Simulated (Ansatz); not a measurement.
## Neighbourhoods of single atoms in ZrC/ZrN superlattice along [111] (378 atoms)

The cell holds 378 atoms: 189 Zr, 108 C and 81 N. Cell: a = 9.966 Å, b = 9.966 Å, c = 55.903 Å, α = 90.0°, β = 90.0°, γ = 120.0°. It derives from ZrC and ZrN. Rock-salt lattice with in-plane constant 4.698 Å; 4 periods of ZrC and 3 of ZrN along [111], 3 x 3 in-plane cells; the two parts stretched along z by 1.0 and 0.9567; not relaxed, displaced by a Gaussian of 0.02 Å. Regions: ZrC, 216 atoms (108 Zr and 108 C); ZrN, 162 atoms (81 Zr and 81 N).

Computed with Ansatz 0.2.0: Kohn-Sham DFT, PBE, PAW (set soft_2), plane waves; cutoff 420 eV, k-mesh 2×2×1, fermi-dirac smearing of 0.05 eV. Geometry: the geometry as built.

The whole cell was solved; only parts of it are printed.

Local excerpt of 27 atoms (numbers count through the whole input) about Zr55, which bears the longest force; x, y, z are measured from there.

```
 atom      x      y      z  distance (Å)  bonds  Löwdin charge (e)     Fx     Fy  Fz (eV/Å)
 Zr55   0.00   0.00   0.00          0.00      6               0.81  -0.31   0.10       1.64
 N322   1.61  -0.93  -1.25          2.24      6              -0.71   0.39  -0.28      -0.47
 N358  -1.68  -0.92  -1.23          2.27      6              -0.73  -0.04  -0.35      -0.88
 N316   0.01   1.92  -1.29          2.31      6              -0.73  -0.34   0.13      -0.06
   C6  -0.01  -1.90   1.38          2.34      6              -0.77  -0.15  -0.30      -0.42
   C2  -1.65   0.95   1.38          2.35      6              -0.77  -0.31   0.14      -0.46
  C56   1.64   0.97   1.38          2.35      6              -0.76   0.10   0.04      -0.52
Zr321   0.00  -1.90  -2.55          3.18      6               0.79  -0.16  -0.02      -0.40
Zr369   1.66   0.99  -2.55          3.20      6               0.79  -0.09  -0.14      -0.52
Zr315  -1.68   0.97  -2.60          3.24      6               0.79  -0.14   0.09       0.16
 Zr29   1.63   2.86   0.06          3.29      6               0.80   0.16   0.40       0.74
 Zr19   3.30  -0.01   0.04          3.30      6               0.80   0.11   0.16       1.04
 Zr59   1.63  -2.89   0.07          3.32      6               0.80   0.23   0.20       0.63
  Zr1  -3.33  -0.01   0.02          3.33      6               0.81   0.00   0.35       1.18
 Zr61   1.61  -0.94   2.76          3.33      6               0.79   0.35   0.03      -0.15
 Zr65  -1.67   2.88   0.08          3.33      6               0.80  -0.19  -0.20       0.44
  Zr5  -1.70  -2.89   0.03          3.35      6               0.80   0.13   0.19       0.90
 Zr57  -0.04   1.95   2.74          3.37      6               0.78   0.13  -0.47       0.18
  Zr7  -1.68  -0.98   2.76          3.38      6               0.79   0.24   0.35      -0.12
 N314  -0.04   0.04  -3.85          3.85      6              -0.72   0.32  -0.35      -0.31
 N360   0.01  -3.82  -1.26          4.02      6              -0.72  -0.20  -0.09      -0.34
  C60   3.30  -1.92   1.35          4.05      6              -0.77  -0.02   0.03      -0.17
 N370   3.33   1.93  -1.27          4.05      6              -0.72  -0.24  -0.12      -0.19
 N352  -3.35   1.94  -1.23          4.06      6              -0.73   0.16  -0.18      -0.69
  C66  -0.03   3.85   1.36          4.08      6              -0.76   0.14  -0.07      -0.12
   C8  -0.02   0.02   4.11          4.11      6              -0.73  -0.10  -0.12      -0.42
  C24  -3.35  -1.93   1.39          4.11      6              -0.76   0.23   0.12      -0.67
```

The column of bonds counts only the pairs Zr-C within 2.94 Å, Zr-N within 2.88 Å; other neighbours, such as metal atoms beside each other in a compound, aren't counted, and periodic images can show an atom twice.

The surroundings of C20, whose charge lies farthest from its element's mean, nearest first, numbered as they follow in the input and with coordinates relative to it.

```
 atom      x      y      z  distance (Å)  bonds  Löwdin charge (e)     Fx     Fy  Fz (eV/Å)
  C20   0.00   0.00   0.00          0.00      6              -0.77  -0.17   0.26      -0.36
  Zr1   1.66  -0.95  -1.34          2.33      6               0.81   0.00   0.35       1.18
 Zr19  -1.68  -0.94  -1.33          2.34      6               0.80   0.11   0.16       1.04
 Zr25   0.00  -1.91   1.36          2.34      6               0.79  -0.32   0.26       0.45
  Zr3   1.64   1.00   1.39          2.37      6               0.78   0.02  -0.46      -0.04
 Zr11  -0.02   1.96  -1.35          2.38      6               0.81   0.14  -0.42       1.30
 Zr21  -1.68   1.01   1.37          2.39      6               0.79   0.17  -0.43       0.14
 N352   1.64   1.01  -2.60          3.23      6              -0.73   0.16  -0.18      -0.69
 N370  -1.65   0.99  -2.63          3.26      6              -0.72  -0.24  -0.12      -0.19
 N376   0.00  -1.89  -2.67          3.27      6              -0.73  -0.12  -0.01       0.09
  C12   1.65   2.85   0.02          3.29      6              -0.76   0.01   0.75      -0.43
  C24   1.64  -2.87   0.03          3.30      6              -0.76   0.23   0.12      -0.67
  C60  -1.68  -2.85  -0.01          3.31      6              -0.77  -0.02   0.03      -0.17
  C26   1.66  -0.92   2.72          3.32      6              -0.74  -0.12  -0.19       0.00
   C2   3.33   0.01   0.01          3.33      6              -0.77  -0.31   0.14      -0.46
  C56  -3.34   0.03   0.02          3.34      6              -0.76   0.10   0.04      -0.52
  C62  -1.68  -0.95   2.74          3.35      6              -0.74   0.01   0.21      -0.44
  C30  -1.69   2.90  -0.01          3.36      6              -0.77   0.18   0.07      -0.31
  C22   0.01   1.97   2.72          3.36      6              -0.74  -0.31  -0.35      -0.31
Zr351   0.01   0.03  -3.93          3.93      6               0.79  -0.08  -0.01      -0.26
 Zr23  -0.02  -3.80  -1.32          4.03      6               0.81  -0.14  -0.12       0.84
 Zr65   3.32   1.95  -1.29          4.06      6               0.80  -0.19  -0.20       0.44
  Zr7   3.31  -1.91   1.40          4.07      6               0.79   0.24   0.35      -0.12
 Zr29  -3.35   1.92  -1.31          4.07      6               0.80   0.16   0.40       0.74
 Zr27   0.00  -0.01   4.08          4.08      6               0.78  -0.31   0.64       0.23
 Zr13   0.03   3.86   1.36          4.09      6               0.78  -0.73   0.04       0.62
 Zr61  -3.37  -1.88   1.39          4.10      6               0.79   0.35   0.03      -0.15
 N358   3.31  -1.86  -2.59          4.60      6              -0.73  -0.04  -0.35      -0.88
 N322  -3.37  -1.86  -2.61          4.65      6              -0.71   0.39  -0.28      -0.47
  C68  -0.02  -3.79   2.73          4.67      6              -0.74   0.01  -0.21      -0.25
 N360   0.01   3.88  -2.63          4.68      6              -0.72  -0.20  -0.09      -0.34
   C4   3.31   1.94   2.72          4.70      6              -0.74  -0.01   0.07      -0.01
  C58  -3.34   1.94   2.73          4.73      6              -0.74   0.01   0.05      -0.29
Zr375  -1.70  -2.82  -3.92          5.12      6               0.79   0.13  -0.30      -0.49
```

The column of bonds counts only the pairs Zr-C within 2.94 Å, Zr-N within 2.88 Å; other neighbours, such as metal atoms beside each other in a compound, aren't counted, and periodic images can show an atom twice.

The surroundings of C132, picked at random, nearest first, numbered as they follow in the input and with coordinates relative to it.

```
 atom      x      y      z  distance (Å)  bonds  Löwdin charge (e)     Fx     Fy  Fz (eV/Å)
 C132   0.00   0.00   0.00          0.00      6              -0.73  -0.46  -0.32      -0.32
 Zr97   1.60   0.93   1.33          2.28      6               0.76   0.49   0.47       0.06
Zr133  -1.68   0.93   1.33          2.33      6               0.77  -0.19   0.43       0.20
Zr139  -0.02  -1.91   1.35          2.34      6               0.77  -0.35  -0.52      -0.03
 Zr89  -0.05   1.88  -1.39          2.34      6               0.78   0.51   0.39       0.22
Zr131  -1.69  -0.99  -1.36          2.39      6               0.78   0.16   0.16      -0.16
 Zr95   1.68  -1.01  -1.39          2.40      6               0.76  -0.86   0.62       0.14
  C96   3.25  -0.01   0.01          3.25      6              -0.73   0.64  -0.12      -0.28
  C90   1.62   2.84   0.01          3.27      6              -0.73   0.21   0.21      -0.36
 C140   1.61  -0.98   2.67          3.27      6              -0.73   0.23  -0.03       0.33
 C134  -0.04   1.91   2.68          3.29      6              -0.73   0.23  -0.08       0.38
 C176  -1.68  -0.96   2.68          3.31      6              -0.73   0.08  -0.26       0.28
 C138   1.64  -2.90   0.00          3.33      6              -0.73   0.09   0.05      -0.17
  C88   1.66   0.92  -2.74          3.34      6              -0.73  -0.35   0.25       0.12
 C126  -1.68   2.88   0.00          3.34      6              -0.73   0.02  -0.23      -0.38
 C130   0.01  -1.92  -2.74          3.34      6              -0.73  -0.28  -0.12       0.06
 C168  -3.35   0.00   0.00          3.35      6              -0.73  -0.02  -0.26      -0.30
 C124  -1.70   0.96  -2.74          3.37      6              -0.73   0.23  -0.28       0.03
 C174  -1.71  -2.91  -0.01          3.38      6              -0.73   0.30   0.29      -0.14
Zr103   3.26  -1.95   1.33          4.02      6               0.77   0.59   0.14       0.29
Zr141  -0.02  -0.04   4.05          4.05      6               0.78  -0.31   0.44       0.13
Zr163   3.32   1.90  -1.37          4.06      6               0.78  -0.41   0.18      -0.16
 Zr91   0.02   3.84   1.35          4.07      6               0.77  -0.79  -0.49      -0.24
Zr125  -3.31   1.92  -1.41          4.08      6               0.77  -0.48  -0.34       0.50
 Zr87  -0.01  -0.02  -4.09          4.09      6               0.78  -0.05  -0.22       0.11
Zr137  -0.01  -3.87  -1.37          4.11      6               0.77  -0.42   0.35      -0.34
Zr175  -3.37  -1.97   1.33          4.12      6               0.77   0.37   0.67       0.21
  C98   3.31   1.91   2.69          4.68      6              -0.73  -0.13  -0.15       0.17
  C94   3.30  -1.94  -2.71          4.69      6              -0.73   0.16  -0.09      -0.21
 C166  -0.03  -3.86   2.68          4.70      6              -0.73  -0.04   0.13       0.30
  C82  -0.04   3.81  -2.75          4.70      6              -0.73   0.05   0.02       0.05
 C170  -3.34   1.90   2.71          4.70      6              -0.73  -0.18   0.00      -0.25
  C54  -3.35  -1.94  -2.71          4.72      6              -0.73  -0.13   0.15      -0.17
Zr167   4.93  -0.97  -1.36          5.21      6               0.78   0.63   0.07      -0.16
```

The column of bonds counts only the pairs Zr-C within 2.94 Å, Zr-N within 2.88 Å; other neighbours, such as metal atoms beside each other in a compound, aren't counted, and periodic images can show an atom twice.

Length of the force by element:

```
element  coordination  atoms  mean length of the force (eV/Å)  spread   least   most
      C           all    108                            0.438   0.172  0.0703  0.936
      N           all     81                            0.392   0.176  0.0931  0.951
     Zr           all    189                            0.632   0.289   0.175   1.67
```

Löwdin charges by element (they lack the spilled electrons, 0.026 e an atom on average):

```
element  coordination  atoms  mean charge (e)  spread   least    most
      C           all    108           -0.737   0.013  -0.768  -0.725
      N           all     81           -0.724  0.0072  -0.745  -0.707
     Zr           all    189            0.783  0.0124   0.758   0.812
```

The electron count is odd and the run has no spin polarisation. The Löwdin charges lack the electrons that the projection spills, 0.026 e an atom on average.

[Logs are printed without paths, hosts, clocks, repeated set-up lines and the standing remarks that a program may print on its own settings, such as how far it seeks lower states.]

[Hosts, paths, dates, database ids (printed as entryN), source tags and the programs' standing remarks are cut or masked in the printed files.]
